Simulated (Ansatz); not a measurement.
# Lattice dynamics of (BaO)2(AgCl)2 [001] superlattice, started as rocksalt type, part 2 of 2

Aim: the phonons of (BaO)2(AgCl)2 [001] superlattice, started as rocksalt type at a cell relaxed beforehand at this level.

Ansatz 0.2.0; DFT PBE, scalar-relativistic, plane waves, PAW.

So far: Starting point; Modes at Γ.

The structure was built from a prototype and need not be the compound's stable phase.

## 2. Modes at Γ (continued)

Activity x (w_L - w)^4 (n + 1)/w, 532 nm, 300 K; the tensors are static ones, while 532 nm light lies above the computed direct gap, where resonance would change the heights; modes without the macroscopic field alone. Raman lines, with heights relative to the strongest:

```tsv
position (cm⁻¹)	lines merged	relative intensity
39	1	14
53	1	0.0
61	2	100
74	1	0.1
78	1	0.0
88	1	0.0
107	1	15
159	1	0.0
162	1	0.0
170	1	1.7
198	1	94
308	1	35
309	1	0.0
```

Before it was imposed, the acoustic sum rule was missed by 1.3e-4 eV/Å² and the charge sum rule by 0.036 e. The charge miss is large and points to the mesh or the basis. The lowest optical mode is real, 38.6 cm⁻¹.

The log warns of the k mesh: “the force constants stand on the 8×8×2 k-mesh, whose period is 12.14 times the interband length at k = (0.0000, 0.0000, 0.0000), direct gap 1.960 eV, under 14: take them and everything formed from them as unconverged”.

## 3. Another isotope, element Ag, natural mass 107.868 amu

An isotope changes the mass and not the force constants, so no new electronic calculation is needed; the shifts show which modes move this element.

The same force constants with the mass of Ag changed from 107.868 to 108.905 u (phonopy, no LO-TO term). Both lists are sorted by frequency; levels can cross, so a row need not hold one and the same mode. Modes under 3 cm⁻¹ are left out. Isotope shifts, by row:

```tsv
q	rank	natural mass (cm⁻¹)	changed mass (cm⁻¹)
0 0 0	4	38.65	38.49
0 0 0	5	38.65	38.49
0 0 0	6	52.69	52.62
0 0 0	7	52.69	52.62
0 0 0	8	61.01	60.75
0 0 0	9	61.13	61.03
0 0 0	10	61.13	61.03
0 0 0	11	74.13	74.09
0 0 0	12	74.13	74.09
0 0 0	13	78.49	78.25
0 0 0	14	88.44	88.43
0 0 0	15	88.44	88.43
0 0 0	16	107.2	107.2
0 0 0	17	159.2	159.2
0 0 0	18	162.4	162.4
0 0 0	19	162.4	162.4
0 0 0	20	170.4	170.4
0 0 0	21	170.4	170.4
0 0 0	22	198.2	198.2
0 0 0	23	307.5	307.5
0 0 0	24	308.6	308.6
```

A mode of this element alone would shift by -0.48 %. The highest zone-centre frequency without the field goes from 308.6 to 308.6 cm⁻¹ (+0.0 %). The product of the frequency ratios over all optical modes at Γ is 0.977; the product rule, (m/m′)^(3k/2) (M′/M)^(3/2) with k = 2 such atoms and M the mass of the cell, gives 0.977.

## 4. Isotope substitution, element Ba, natural mass 137.327 amu

The same for Ba, from 137.33 to 133.90 u.

The same force constants with the mass of Ba changed from 137.327 to 133.905 u (phonopy, no LO-TO term). Both lists are sorted by frequency; levels can cross, so a row need not hold one and the same mode. Modes under 3 cm⁻¹ are left out. Isotope shifts, by row:

```tsv
q	rank	natural mass (cm⁻¹)	changed mass (cm⁻¹)
0 0 0	4	38.65	38.7
0 0 0	5	38.65	38.7
0 0 0	6	52.69	53.01
0 0 0	7	52.69	53.01
0 0 0	8	61.01	61.05
0 0 0	9	61.13	61.14
0 0 0	10	61.13	61.14
0 0 0	11	74.13	74.97
0 0 0	12	74.13	74.97
0 0 0	13	78.49	78.74
0 0 0	14	88.44	88.44
0 0 0	15	88.44	88.44
0 0 0	16	107.2	108.3
0 0 0	17	159.2	159.7
0 0 0	18	162.4	162.5
0 0 0	19	162.4	162.5
0 0 0	20	170.4	170.4
0 0 0	21	170.4	170.4
0 0 0	22	198.2	198.5
0 0 0	23	307.5	307.7
0 0 0	24	308.6	308.8
```

A mode of this element alone would shift by +1.27 %. The highest zone-centre frequency without the field goes from 308.6 to 308.8 cm⁻¹ (+0.1 %). The product of the frequency ratios over all optical modes at Γ is 1.061; the product rule, (m/m′)^(3k/2) (M′/M)^(3/2) with k = 2 such atoms and M the mass of the cell, gives 1.060.

## 5. Another isotope, element Cl, natural mass 35.45 amu

The same for Cl, from 35.45 to 36.97 u.

The same force constants with the mass of Cl changed from 35.450 to 36.966 u (phonopy, no LO-TO term). Both lists are sorted by frequency; levels can cross, so a row need not hold one and the same mode. Modes under 3 cm⁻¹ are left out. Isotope shifts, by row:

```tsv
q	rank	natural mass (cm⁻¹)	changed mass (cm⁻¹)
0 0 0	4	38.65	38.62
0 0 0	5	38.65	38.62
0 0 0	6	52.69	52.4
0 0 0	7	52.69	52.4
0 0 0	8	61.01	60.37
0 0 0	9	61.13	60.37
0 0 0	10	61.13	60.96
0 0 0	11	74.13	74.12
0 0 0	12	74.13	74.12
0 0 0	13	78.49	78.35
0 0 0	14	88.44	86.72
0 0 0	15	88.44	86.72
0 0 0	16	107.2	107
0 0 0	17	159.2	156.7
0 0 0	18	162.4	162.3
0 0 0	19	162.4	162.3
0 0 0	20	170.4	170.3
0 0 0	21	170.4	170.3
0 0 0	22	198.2	194.8
0 0 0	23	307.5	307.4
0 0 0	24	308.6	308.3
```

A mode of this element alone would shift by -2.07 %. The highest zone-centre frequency without the field goes from 308.6 to 308.3 cm⁻¹ (-0.1 %). The product of the frequency ratios over all optical modes at Γ is 0.888; the product rule, (m/m′)^(3k/2) (M′/M)^(3/2) with k = 2 such atoms and M the mass of the cell, gives 0.889.

## 6. Isotope substitution, element O, natural mass 15.999 amu

The same for O, from 16.00 to 18.00 u.

The same force constants with the mass of O changed from 15.999 to 17.999 u (phonopy, no LO-TO term). Both lists are sorted by frequency; levels can cross, so a row need not hold one and the same mode. Modes under 3 cm⁻¹ are left out. Isotope shifts, by row:

```tsv
q	rank	natural mass (cm⁻¹)	changed mass (cm⁻¹)
0 0 0	4	38.65	38.63
0 0 0	5	38.65	38.63
0 0 0	6	52.69	52.67
0 0 0	7	52.69	52.67
0 0 0	8	61.01	60.95
0 0 0	9	61.13	61.06
0 0 0	10	61.13	61.06
0 0 0	11	74.13	74.08
0 0 0	12	74.13	74.08
0 0 0	13	78.49	78.34
0 0 0	14	88.44	88.31
0 0 0	15	88.44	88.31
0 0 0	16	107.2	107.1
0 0 0	17	159.2	153.8
0 0 0	18	162.4	153.8
0 0 0	19	162.4	159.1
0 0 0	20	170.4	161.1
0 0 0	21	170.4	161.1
0 0 0	22	198.2	197.7
0 0 0	23	307.5	291.2
0 0 0	24	308.6	292.6
```

A mode of this element alone would shift by -5.72 %. The highest zone-centre frequency without the field goes from 308.6 to 292.6 cm⁻¹ (-5.2 %). The product of the frequency ratios over all optical modes at Γ is 0.709; the product rule, (m/m′)^(3k/2) (M′/M)^(3/2) with k = 2 such atoms and M the mass of the cell, gives 0.709.

## 7. Results

```yaml
space_group_within_0p01_a: P4/nmm
volume_per_atom: 21.8 Å³
gap_on_the_k_mesh: 1.76 eV
highest_optical_mode_at_the_zone_centre_no_lo_to_term: 309 cm⁻¹
top_of_the_zone_centre_spectrum_with_the_field: 377 cm⁻¹
lowest_optical_zone_centre_mode: 38.6 cm⁻¹
mean_high_frequency_dielectric_constant: 4.59
mean_static_dielectric_constant: 28.7
largest_born_charge_third_of_the_trace: 2.67 e
imaginary_modes_at_gamma_the_only_wavevector_solved: none
```

What this shows: The structure is stable against zone-centre distortions, since no mode there is imaginary; runs at other wavevectors are not part of this account. Without the field, the optical modes at Γ span 39 to 309 cm⁻¹. The dispersion is not part of this account. The highest mode in this list at Γ, 308.6 cm⁻¹, is mostly motion of O (91 % of the kinetic energy). With the macroscopic field of the longitudinal modes the top of the zone-centre spectrum lies at 377 cm⁻¹, against 309 cm⁻¹ without it. Lattice motion raises the mean dielectric constant from 4.593 to 28.74. The strongest infrared line is at 162 cm⁻¹. Averaged over orientations, the strongest Raman line at 532 nm and 300 K is at 61 cm⁻¹. The tensors are the static, non-resonant ones, while 532 nm light (2.33 eV) lies above the computed gap. With the field response the log warns that the k mesh is coarse for the force constants too, so the frequencies may not be converged. Spin-orbit coupling is left out, which can matter for the heavy elements here. The starting cell was built on a prototype and not taken from a measurement, so the phase need not exist. These are harmonic frequencies at zero temperature: anharmonic shifts, linewidths and thermal expansion are left out.

[Logs are printed without paths, hosts, clocks, repeated set-up lines and the standing remarks that a program may print on its own settings, such as how far it seeks lower states.]

[Hosts, paths, dates, database ids (printed as entryN), source tags and the programs' standing remarks are cut or masked in the printed files.]
